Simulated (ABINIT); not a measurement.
## A GW chain in ABINIT: Al2O3 (Corundum)

Wanted: ground state, empty states, screening and self-energy for Al2O3 (Corundum).

Method: PBE and many-body steps on it, plane waves, in ABINIT 10.8.3.

**Experimental background.**

- Gap 8.7 eV: optical band gap of host from absorption; optical absorption, quoted from earlier work; bulk crystal (high-purity reference sample) (quoted in “Multi-petahertz electron interference in Cr:Al2O3 solid-state material”, 2018, pmc:5906618).

This is a report of a sequence of runs, with most program output left out.

**1. The structure**

It takes space group R-3c (No. 167, trigonal). Conventional cell: a = 4.760 Å, b = 4.760 Å, c = 12.996 Å, α = 90.00°, β = 90.00°, γ = 120.00°. Nearest to Al lie 6 O at 1.85 to 1.97 Å. Nearest to O lie 4 Al at 1.85 to 1.97 Å. Farther neighbours and most contacts between anions are not listed.

The cell and positions come from the Crystallography Open Database and are kept as given unless a step says otherwise.

**2. Ground state**

This step: ABINIT 10.8.3; DFT, PBE, plane waves, norm-conserving pseudopotentials.

The ground-state density comes first.

The input, run.abi:

```
acell 3*1.0 Angstrom
rprim 
  2.380249999995 1.374237978213 4.331866666707
  -2.380249999995 1.374237978213 4.331866666707
  -0.000000000000 -2.748475956495 4.331866666685
ntypat 2
znucl 13 8
natom 10
typat 1 1 1 1 2 2 2 2 2 2
xred 
  0.352160000000 0.352160000000 0.352160000000
  0.147840000000 0.147840000000 0.147840000000
  0.647840000000 0.647840000000 0.647840000000
  0.852160000000 0.852160000000 0.852160000000
  0.556680000000 0.943320000000 0.250000000000
  0.250000000000 0.556680000000 0.943320000000
  0.943320000000 0.250000000000 0.556680000000
  0.443320000000 0.056680000000 0.750000000000
  0.750000000000 0.443320000000 0.056680000000
  0.056680000000 0.750000000000 0.443320000000
pp_dirpath "pseudos"
pseudos "Al.upf, O.upf"
ecut 36
ngkpt 6 6 6
nshiftk 1
shiftk 0 0 0
kptopt 1
chksymbreak 0
nband 33
occopt 1
tolvrs 1e-10
nstep 60
prtwf 0
optforces 0
optstress 0
indata_prefix "in"
outdata_prefix "out"
tmpdata_prefix "tmp"
```

Launch:

```
OMP_NUM_THREADS=1 mpirun -n 8 abinit run.abi > log
```

Run time: 52 s. Hardware: 8 MPI ranks of Intel Xeon Platinum 8488C (Sapphire Rapids), shared host; peak memory 0.9 GiB; 6.8 min of CPU time.

Numbers from this step:

- total energy: -2969.2589 eV
- gap: 6.266 eV
- k of the valence top: 0, 0, 0
- k of the conduction bottom: 0, 0, 0
- least direct gap: 6.266 eV

The gap is direct, at Γ.

**3. Empty states on the mesh, 4×4×4 mesh, 62 bands**

The sums over transitions need many empty states on a uniform mesh; this step solves for them.

Changes to run.abi since step 2:

```diff
@@ -23,3 +23,3 @@
 ecut 36
-ngkpt 6 6 6
+ngkpt 4 4 4
 nshiftk 1
@@ -28,9 +28,10 @@
 chksymbreak 0
-nband 33
-occopt 1
-tolvrs 1e-10
+iscf -2
+irdden 1
+istwfk *1
+nband 62
+nbdbuf 4
+tolwfr 1e-09
 nstep 60
-prtwf 0
-optforces 0
-optstress 0
+prtvol 0
 indata_prefix "in"
```

Run time: 35 s. Hardware: 8 MPI ranks; peak memory 0.72 GiB; 4.7 min of CPU time.

Numbers from this step:

```yaml
gap: 6.266 eV
k_of_the_valence_top: 0, 0, 0
k_of_the_conduction_bottom: 0, 0, 0
least_direct_gap: 6.266 eV
k_points_computed: 13
lowest_point_of_the_top_converged_band_above_the_valence_top: 24.57 eV
```

On this mesh the gap is 6.266 eV.

**4. Screening, 4×4×4 mesh, 58 bands, screening to 87.1 eV**

The RPA dielectric matrix is built and inverted for each q.

This step: RPA screening on PBE, plane waves, norm-conserving pseudopotentials.

Changes to run.abi since step 3:

```diff
@@ -28,10 +28,11 @@
 chksymbreak 0
-iscf -2
-irdden 1
 istwfk *1
-nband 62
-nbdbuf 4
-tolwfr 1e-09
-nstep 60
-prtvol 0
+occopt 1
+irdwfk 1
+optdriver 3
+nband 58
+ecuteps 3.2
+inclvkb 2
+awtr 1
+symchi 1
 indata_prefix "in"
```

It took 57 s on 8 MPI ranks; peak memory 3.3 GiB.

This step gave:

* ε∞ with local fields, on this mesh, along the program's q direction: 3.034
* the same without local fields: 3.151
* plasma frequency: 27.90 eV
* plane waves in the screening matrix: 157

Local fields lower ε∞ by 4 %.

**5. Self-energy, 4×4×4 mesh, 58 bands, screening to 87.1 eV**

The self-energy is evaluated for the states that the input lists, and the levels follow from it, in one-shot runs by the linearised quasiparticle equation.

This step: G0W0 on PBE, plane waves, norm-conserving pseudopotentials.

Changes to run.abi since step 4:

```diff
@@ -31,8 +31,15 @@
 irdwfk 1
-optdriver 3
+optdriver 4
 nband 58
+gwcalctyp 0
+ecutsigx 36
+symsigma 1
+nkptgw 1
+kptgw 
+  0.0000000000 0.0000000000 0.0000000000
+bdgw 
+  22 26
 ecuteps 3.2
-inclvkb 2
-awtr 1
-symchi 1
+irdscr 1
+ppmodel 1
 indata_prefix "in"
```

The job ended after 4.1 s (8 MPI ranks; peak memory 2.1 GiB).

This step gave:

```yaml
g0w0_gap_on_the_points_computed: 8.606 eV
starting_gap_on_the_mesh: 6.266 eV
k_of_the_valence_top: 0, 0, 0
k_of_the_conduction_bottom: 0, 0, 0
z_at_the_valence_top: 0.819
z_at_the_conduction_bottom: 0.861
least_direct_g0w0_gap_on_the_computed_points: 8.606 eV
```

The gap on the mesh goes from 6.27 eV to 8.61 eV, a correction of +2.34 eV.

Limits: finite bands, cutoff and mesh. v1 is the top filled band, c1 the lowest empty one. Levels before and after the correction, in eV, zero at the valence-band top of each column:

```
           conduction bottom  valence top
Kohn-Sham               6.27         0.00
     G0W0               8.61         0.00
```

```
             level  energy (eV)
Kohn-Sham  Γ v3-v2       -0.045
Kohn-Sham     Γ v1        0.000
Kohn-Sham     Γ c1        6.266
Kohn-Sham     Γ c2        9.188
     G0W0  Γ v3-v2       -0.085
     G0W0     Γ v1        0.000
     G0W0     Γ c1        8.606
     G0W0     Γ c2       11.703
```

**6. Where the time went**

Times are wall times on 8 MPI ranks of Intel Xeon Platinum 8488C (Sapphire Rapids), shared host, good to a factor of about two.

```
                    step   time  share  memory (GiB)
            ground state   52 s   35 %           0.9
empty states on the mesh   35 s   24 %          0.72
               screening   57 s   38 %           3.3
             self-energy  4.1 s    3 %           2.1
```

**7. Results**

| Quantity | Value |
| --- | --- |
| PBE gap | 6.27 eV, direct |
| G0W0 gap on the mesh | 8.61 eV |
| GW settings | 4×4×4 mesh, 58 bands, screening to 87.1 eV, Godby-Needs plasmon pole |
| known limits | not at the basis limit |

In words: G0W0 moves the gap on the mesh from 6.27 eV to 8.61 eV (+2.34 eV), with Z of 0.82 and 0.86 at the edges. Local fields lower the RPA ε∞ on this mesh from 3.15 to 3.03. Only 1 of the mesh's irreducible points was corrected, so a valley elsewhere could overtake. Against experiment, by G0W0@PBE: the gap of 8.61 eV lies −0.09 eV from the measured 8.7 eV (optical, quoted 2018). An exciton line or allowed optical edge lies below the quasiparticle gap by the binding energy; a forbidden edge can push the onset above it. The calculation has static nuclei and no excitons; a measured gap holds zero-point and thermal motion, which mostly lowers it. Bands and cutoff are finite, so the gap is not at the basis limit. The miss can reach some tenths of an eV and take either sign; the mesh is an error of its own. In the G0W0 run levels were corrected at 1 k point alone, so a gap called «on the mesh» is the least over those, and an edge elsewhere would be missed.

[Paths, hosts, dates, memory and timing lines, banners, echoed tables and standing remarks are left out of the program output.]

[Logs are printed without paths, hosts, clocks, repeated set-up lines and the standing remarks that a program may print on its own settings, such as how far it seeks lower states.]

[Runs of the session that timed out or met a known fault of the program may be left out.]

[Hosts, paths, dates, database ids (printed as entryN), source tags and the programs' standing remarks are cut or masked in the printed files.]

[G0W0 gaps are taken among the corrected bands and points alone; a level outside them can change the order at an edge.]

[Where Ansatz stands beside ABINIT at settings called matched, ABINIT's density can come from a denser mesh and the files from another edition; pairs whose starting gaps differed by over 0.03 eV were left out, so agreement reads better than it is.]
